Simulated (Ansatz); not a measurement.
**TiSn (model cell, started as rocksalt type): the cell at rest**

Aim: bring TiSn (model cell, started as rocksalt type) to small forces and stress, as phonons need.

Method: DFT PBE, scalar-relativistic, plane waves, PAW, in Ansatz 0.2.0.

The structure was built from a prototype and need not be the compound's stable phase.

## Step 1: The starting structure

It takes space group Fm-3m (No. 225, cubic). Conventional cell: a = 5.610 Å, b = 5.610 Å, c = 5.610 Å, α = 90.00°, β = 90.00°, γ = 90.00°. Nearest to Ti lie 6 Sn at 2.81 Å. Sn has 6 Ti at 2.81 Å nearest. Farther neighbours are not listed.

## Step 2: Probe on a coarse mesh

A quick single point on a coarse mesh tells whether the cell has a gap and how far it is from rest, which sets the k mesh and smearing that follow.

File input.yaml:

```yaml
crystal:
  lattice:
    - [0.0, 2.805, 2.805]
    - [2.805, 0.0, 2.805]
    - [2.805, 2.805, 0.0]
  atoms:
    - { symbol: Ti, position: [0.0, 0.0, 0.0] }
    - { symbol: Sn, position: [0.5, 0.5, 0.5] }
kpoints:
  mp_grid: { grid: [6, 6, 6] }
hamiltonian:
  xc: pbe
scf:
  occupations: { method: gaussian, width: 0.1 }
output:
  forces: true
  stress: true
  eigenvalues: true
```

The run is started by

```console
ansatz run input.yaml --threads 4 --pin off --max-ram 7168MiB --backend cpu --events-out ev --progress --plain --runs-dir out
```

Numbers of over 12 decimals in the logs are rounded to 6 here.

The log of the run:

```text
Engine: ansatz 0.2.0, aarch64-unknown-linux-gnu
Pseudopotentials: kind: paw
Pseudopotential: Ti, paw, valence charge 12, recommended cutoff 420 eV (normal), Ti.paw.azcp
Pseudopotential: Sn, paw, valence charge 14, recommended cutoff 420 eV (normal), Sn.paw.azcp
Functional definition: PBE
  parameter kappa = 0.804
  parameter beta = 0.066725
  exchange = pbe_x(kappa = kappa, mu = beta*pi^2/3)
[...]
--- Band table (eV; the first three rows and the last of 16) ---
  k-point 0: bands = [... 9 lower, 2.1266, 11.8987, 11.8987, 11.8987, 12.2380, 12.2380, 15.0939, 15.0939]
  k-point 1: bands = [... 9 lower, 2.5306, 11.0887, 11.5039, 11.5039, 12.1513, 12.1513, 13.9371, 15.9253]
  k-point 2: bands = [... 9 lower, 3.6619, 8.8143, 10.6719, 10.6719, 12.5327, 12.5327, 13.2908, 17.1782]
  k-point 15: bands = [... 9 lower, 5.0685, 8.7656, 9.7554, 10.2388, 12.7899, 13.0850, 13.1096, 13.2495]
[key lines of the parts left out:]
SCF converged after 6 iterations
Free energy (F): -8523.998604 eV
Fermi energy:    11.743472 eV
P = ⅓ Tr σ = -0.4337 GPa (-4.337 kbar)
```

It took 0.39 s on 4 threads of Arm Neoverse V2, shared host; peak memory 0.31 GiB.

Numbers from this step:

| Quantity | Value |
| --- | --- |
| pressure | -0.4337 GPa |
| volume per atom | 22.07 Å³ |
| gap on the k-mesh | 0 eV |

The coarse mesh shows no gap and a pressure of -0.4 GPa.

## Step 3: Relaxation

The cell and atoms are relaxed, since residual forces and stress would shift the frequencies.

input.yaml, the sections that differ from step 2:

```yaml
kpoints:
  mp_grid: { grid: [12, 12, 12] }
relax:
  adjacent_minimum: "off"
  f_tol: 0.005
  max_steps: 80
  cell: { stress_tol: 0.05 }
# crystal, hamiltonian, scf, output: as in step 2
```

The log of the run:

```text
[...]
Crystal: 2 atoms, lattice volume = 44.140 Å³
Basis set: ecut = 420 eV, 869 PW (Γ), exchange–correlation on 54×54×54 points (8 copies of the dense FFT grid, shifted against one another)
Bands: 17, of which v1, the nominal top of the filled ones, is band 13 counted from 1 (12 counted from 0)
Symmetry: 48 space group operations
[...]
k-points: 72 of 1728
[...]
SCF iter   1: F=—  HF=-8524.010884 eV  |F-HF|=—  |Δ(HF+E_count)|=         —  Δρ=7.04e-3  dr2=3.08e-2  ethr=1.77e-3  ⟨swp⟩=5.3  Hψ=6101  notcnv=0
[...]
SCF iter   6: F=-8524.006564 eV  HF=-8524.006564 eV  |F-HF|=2.05e-8  |Δ(HF+E_count)|=   1.92e-7  Δρ=1.21e-5  dr2=5.39e-8  ethr=3.85e-10  ⟨swp⟩=6.4  Hψ=5482  notcnv=0
SCF 1 converged in 6 iterations: F = -8524.006564 eV  dr2 = 5.39e-8
[...]
relax step   1: F+E_penalty+E_count = -8524.00656353 eV  Δ(F+E_penalty+E_count) = +0.000e0 eV  max|allowed force component| = 2.968e-29 eV/Å  Δτ_max = 0.0000 Å  P = -0.382 GPa  Ω = 44.140 Å³  (6 SCF iters, dr2 threshold 1.00e-7 eV, accepted)
Crystal: 2 atoms, lattice volume = 43.704 Å³
[...]
iter 1 solved again at ethr=1.07e-6 eV; its pass at ethr=3.10e-3 eV (dr2=2.79e-4 eV) is discarded
[...]
SCF iter   6: F=-8524.006561 eV  HF=-8524.006561 eV  |F-HF|=7.09e-11  |Δ(HF+E_count)|=   1.53e-9  Δρ=1.03e-6  dr2=4.60e-10  ethr=1.11e-11  ⟨swp⟩=1.8  Hψ=3771  notcnv=0
SCF 2 converged in 6 iterations: F = -8524.006561 eV  dr2 = 4.60e-10
relax step   2: F+E_penalty+E_count = -8524.00656102 eV  Δ(F+E_penalty+E_count) = +2.507e-6 eV  max|allowed force component| = 8.645e-30 eV/Å  Δτ_max = 0.0000 Å  P = +0.446 GPa  Ω = 43.704 Å³  energy of the carried Pulay correction = +7.435e-5 eV  (6 SCF iters, dr2 threshold 2.00e-7 eV, rejected (line search))
Crystal: 2 atoms, lattice volume = 43.937 Å³
[...]
SCF iter   7: F=-8524.006842 eV  HF=-8524.006842 eV  |F-HF|=3.64e-12  |Δ(HF+E_count)|=  4.37e-11  Δρ=1.44e-7  dr2=8.72e-12  ethr=1.00e-12  ⟨swp⟩=4.9  Hψ=5106  notcnv=0
SCF 3 converged in 7 iterations: F = -8524.006842 eV  dr2 = 8.72e-12
relax step   3: F+E_penalty+E_count = -8524.00684236 eV  Δ(F+E_penalty+E_count) = -2.788e-4 eV  max|allowed force component| = 8.625e-29 eV/Å  Δτ_max = 0.0000 Å  P = -0.003 GPa  Ω = 43.937 Å³  energy of the carried Pulay correction = +3.439e-5 eV  (7 SCF iters, accepted)
[...]
SCF iter   8: F=-8524.006808 eV  HF=-8524.006808 eV  |F-HF|=0.00e0  |Δ(HF+E_count)|=    0.00e0  Δρ=1.39e-10  dr2=1.20e-17  ethr=1.00e-12  ⟨swp⟩=2.5  Hψ=3066  notcnv=0
SCF 4 converged in 8 iterations: F = -8524.006808 eV  dr2 = 1.20e-17
relax step   4: F+E_penalty+E_count = -8524.00680792 eV  Δ(F+E_penalty+E_count) = +3.444e-5 eV  max|allowed force component| = 1.023e-28 eV/Å  Δτ_max = 0.0000 Å  P = -0.003 GPa  Ω = 43.937 Å³  stress off target by 3.12e-3 GPa  SCF on the basis re-selected at this cell (its energy is not comparable with the rows above)  (8 SCF iters)
basis re-selected at this cell: Δ(F+E_penalty+E_count) = +3.444e-5 eV, ΔP = +0.000 GPa vs the last step (what re-selecting the basis moved, of the pressure what is left beyond the Pulay correction that the steps carried, after the strain that the cell walked since its last selection, with what the two solves' SCF thresholds leave and, on support functions, any second-order correction that the steps lacked; it is no m [...]
SCF converged after 8 iterations
Free energy (F): -8524.006808 eV
[...]
Internal energy: -8524.002829 eV  (E = F + TS)
E sigma→0 (E₀):  -8524.004818 eV
Entropy (-TS):   -0.003979 eV (-1.990 meV/atom)
Fermi energy:    11.859275 eV
[...]
--- Stress (GPa, compression-positive) ---
       -0.003118      -0.000000      -0.000000
       -0.000000      -0.003118      -0.000000
       -0.000000      -0.000000      -0.003118
  P = ⅓ Tr σ = -0.0031 GPa (-0.031 kbar)
--- Band table (eV; the first three rows and the last of 72) ---
  k-point 0: bands = [... 9 lower, 2.1734, 11.9561, 11.9561, 11.9561, 12.2982, 12.2982, 15.1842, 15.1842]
  k-point 1: bands = [... 9 lower, 2.2758, 11.7711, 11.9213, 11.9213, 12.1717, 12.1717, 14.7503, 15.4381]
  k-point 2: bands = [... 9 lower, 2.5793, 11.1480, 11.5628, 11.5628, 12.2102, 12.2102, 14.0204, 16.0164]
  k-point 71: bands = [... 9 lower, 5.2184, 9.2420, 9.2420, 9.9372, 13.1077, 13.1077, 13.1476, 13.3630]
--- Relaxed structure (3 steps of the walk, 2 accepted, 1 SCFs on fresh bases) ---
  F+E_penalty+E_count = -8524.00680792 eV   max|allowed force component| = 1.023e-28 eV/Å   (the final SCF, on the basis selected at the relaxed cell)
  cell:  # Å, volume = 43.9375 Å³
    - [0, 2.800712, 2.800712]
    - [2.800712, 0, 2.800712]
    - [2.800712, 2.800712, 0]
  atoms:
    - { symbol: Ti, position: [0, 0, 0] }
    - { symbol: Sn, position: [0.500000, 0.500000, 0.500000] }
```

It took 4.1 s on 4 threads; peak memory 0.39 GiB.

Relaxation path:

```
step  energy less that of the first step (eV)  largest force component (eV/Å)  pressure (GPa)  volume (Å³)
   1                                   0.0000                          0.0000           -0.38        44.14
   2                                   0.0000                          0.0000            0.45        43.70
   3                                  -0.0003                          0.0000            0.00        43.94
  4*                                  -0.0002                          0.0000            0.00        43.94
```

Relaxation steps marked * repeat the geometry before them on a plane-wave basis chosen anew for their cell, so energy and pressure can jump there. Relaxation step 2 was tried and not accepted.

Forces are held to the 48 operations that the run works with; a distortion that breaks them can't arise in this run.

```
conventional cell, symmetrised  before  after  change
                         a (Å)   5.610  5.601  -0.2 %
                         b (Å)   5.610  5.601  -0.2 %
                         c (Å)   5.610  5.601  -0.2 %
              volume (Å³/atom)   22.07  21.97  -0.5 %
```

The relaxed structure:

```xyz
2
Lattice="0.0000 2.8007 2.8007 2.8007 0.0000 2.8007 2.8007 2.8007 0.0000" Properties=species:S:1:pos:R:3 pbc="T T T"
Ti    0.0000    0.0000    0.0000
Sn    2.8007    2.8007    2.8007
```

Numbers from this step:

```yaml
pressure: -0.003118 GPa
volume_per_atom: 21.97 Å³
```

In this step the volume went from 22.07 to 21.97 Å³/atom.

## Step 4: Tight relaxation

Phonons need a cell at rest on their own settings, so the relaxation is repeated with tight tolerances on forces and stress on the k mesh and occupations of the first response run.

input.yaml, the sections that differ from step 3:

```yaml
crystal:
  lattice:
    - [0.0, 2.8007115409, 2.8007115409]
    - [2.8007115409, 0.0, 2.8007115409]
    - [2.8007115409, 2.8007115409, 0.0]
  atoms:
    - { symbol: Ti, position: [0.0, 0.0, 0.0] }
    - { symbol: Sn, position: [0.5, 0.5, 0.5] }
scf:
  occupations: { method: methfessel_paxton, width: 0.15 }
relax:
  adjacent_minimum: "off"
  f_tol: 0.001
  max_steps: 60
  cell: { stress_tol: 0.01 }
# kpoints, hamiltonian, output: as in step 3
```

The log of the run:

```text
[...]
Crystal: 2 atoms, lattice volume = 43.937 Å³
Basis set: ecut = 420 eV, 869 PW (Γ), exchange–correlation on 54×54×54 points (8 copies of the dense FFT grid, shifted against one another)
Bands: 17, of which v1, the nominal top of the filled ones, is band 13 counted from 1 (12 counted from 0)
Symmetry: 48 space group operations
[...]
k-points: 72 of 1728
[...]
k-point 71: bands = [... 9 lower, 5.2204, 9.2437, 9.2437, 9.9389, 13.1094, 13.1094, 13.1492, 13.3648]
--- Relaxed structure (3 steps of the walk, 2 accepted, 1 SCFs on fresh bases) ---
[...]
cell:  # Å, volume = 43.9318 Å³
    - [0, 2.800590, 2.800590]
    - [2.800590, 0, 2.800590]
    - [2.800590, 2.800590, 0]
  atoms:
    - { symbol: Ti, position: [0, 0, 0] }
    - { symbol: Sn, position: [0.5, 0.5, 0.5] }
[key lines of the parts left out:]
SCF converged after 4 iterations
Free energy (F): -8524.004520 eV
Fermi energy:    11.864670 eV
P = ⅓ Tr σ = -0.0001 GPa (-0.001 kbar)
```

The job ended after 3.7 s (4 threads; peak memory 0.39 GiB).

Little changed from the start: no atom moved by 0.005 Å and no cell edge by 0.1 %.

This step gave:

```
pressure : -6.58e-5 GPa
```

The forces vanish by symmetry and the pressure is 0.000 GPa, within the tolerances set. The cell now holds 21.97 Å³/atom.

## Step 5: Summary of results

| Quantity | Value |
| --- | --- |
| space group after relaxation (within 0.01 Å) | Fm-3m |
| lattice constant a | 5.601 Å |
| lattice constant b | 5.601 Å |
| lattice constant c | 5.601 Å |
| volume per atom | 22.0 Å³ |

**Reading.** The forces vanish by symmetry and the pressure is 0.000 GPa, within the tolerances set. The cell now holds 21.97 Å³/atom. The relaxation keeps the symmetry of its start, so it says nothing on stability against lower symmetry. Spin-orbit coupling is left out, which can matter for the heavy elements here. The starting cell was built on a prototype and not taken from a measurement, so the phase need not exist.

[Logs are printed without paths, hosts, clocks, repeated set-up lines and the standing remarks that a program may print on its own settings, such as how far it seeks lower states.]

[Hosts, paths, dates, database ids (printed as entryN), source tags and the programs' standing remarks are cut or masked in the printed files.]
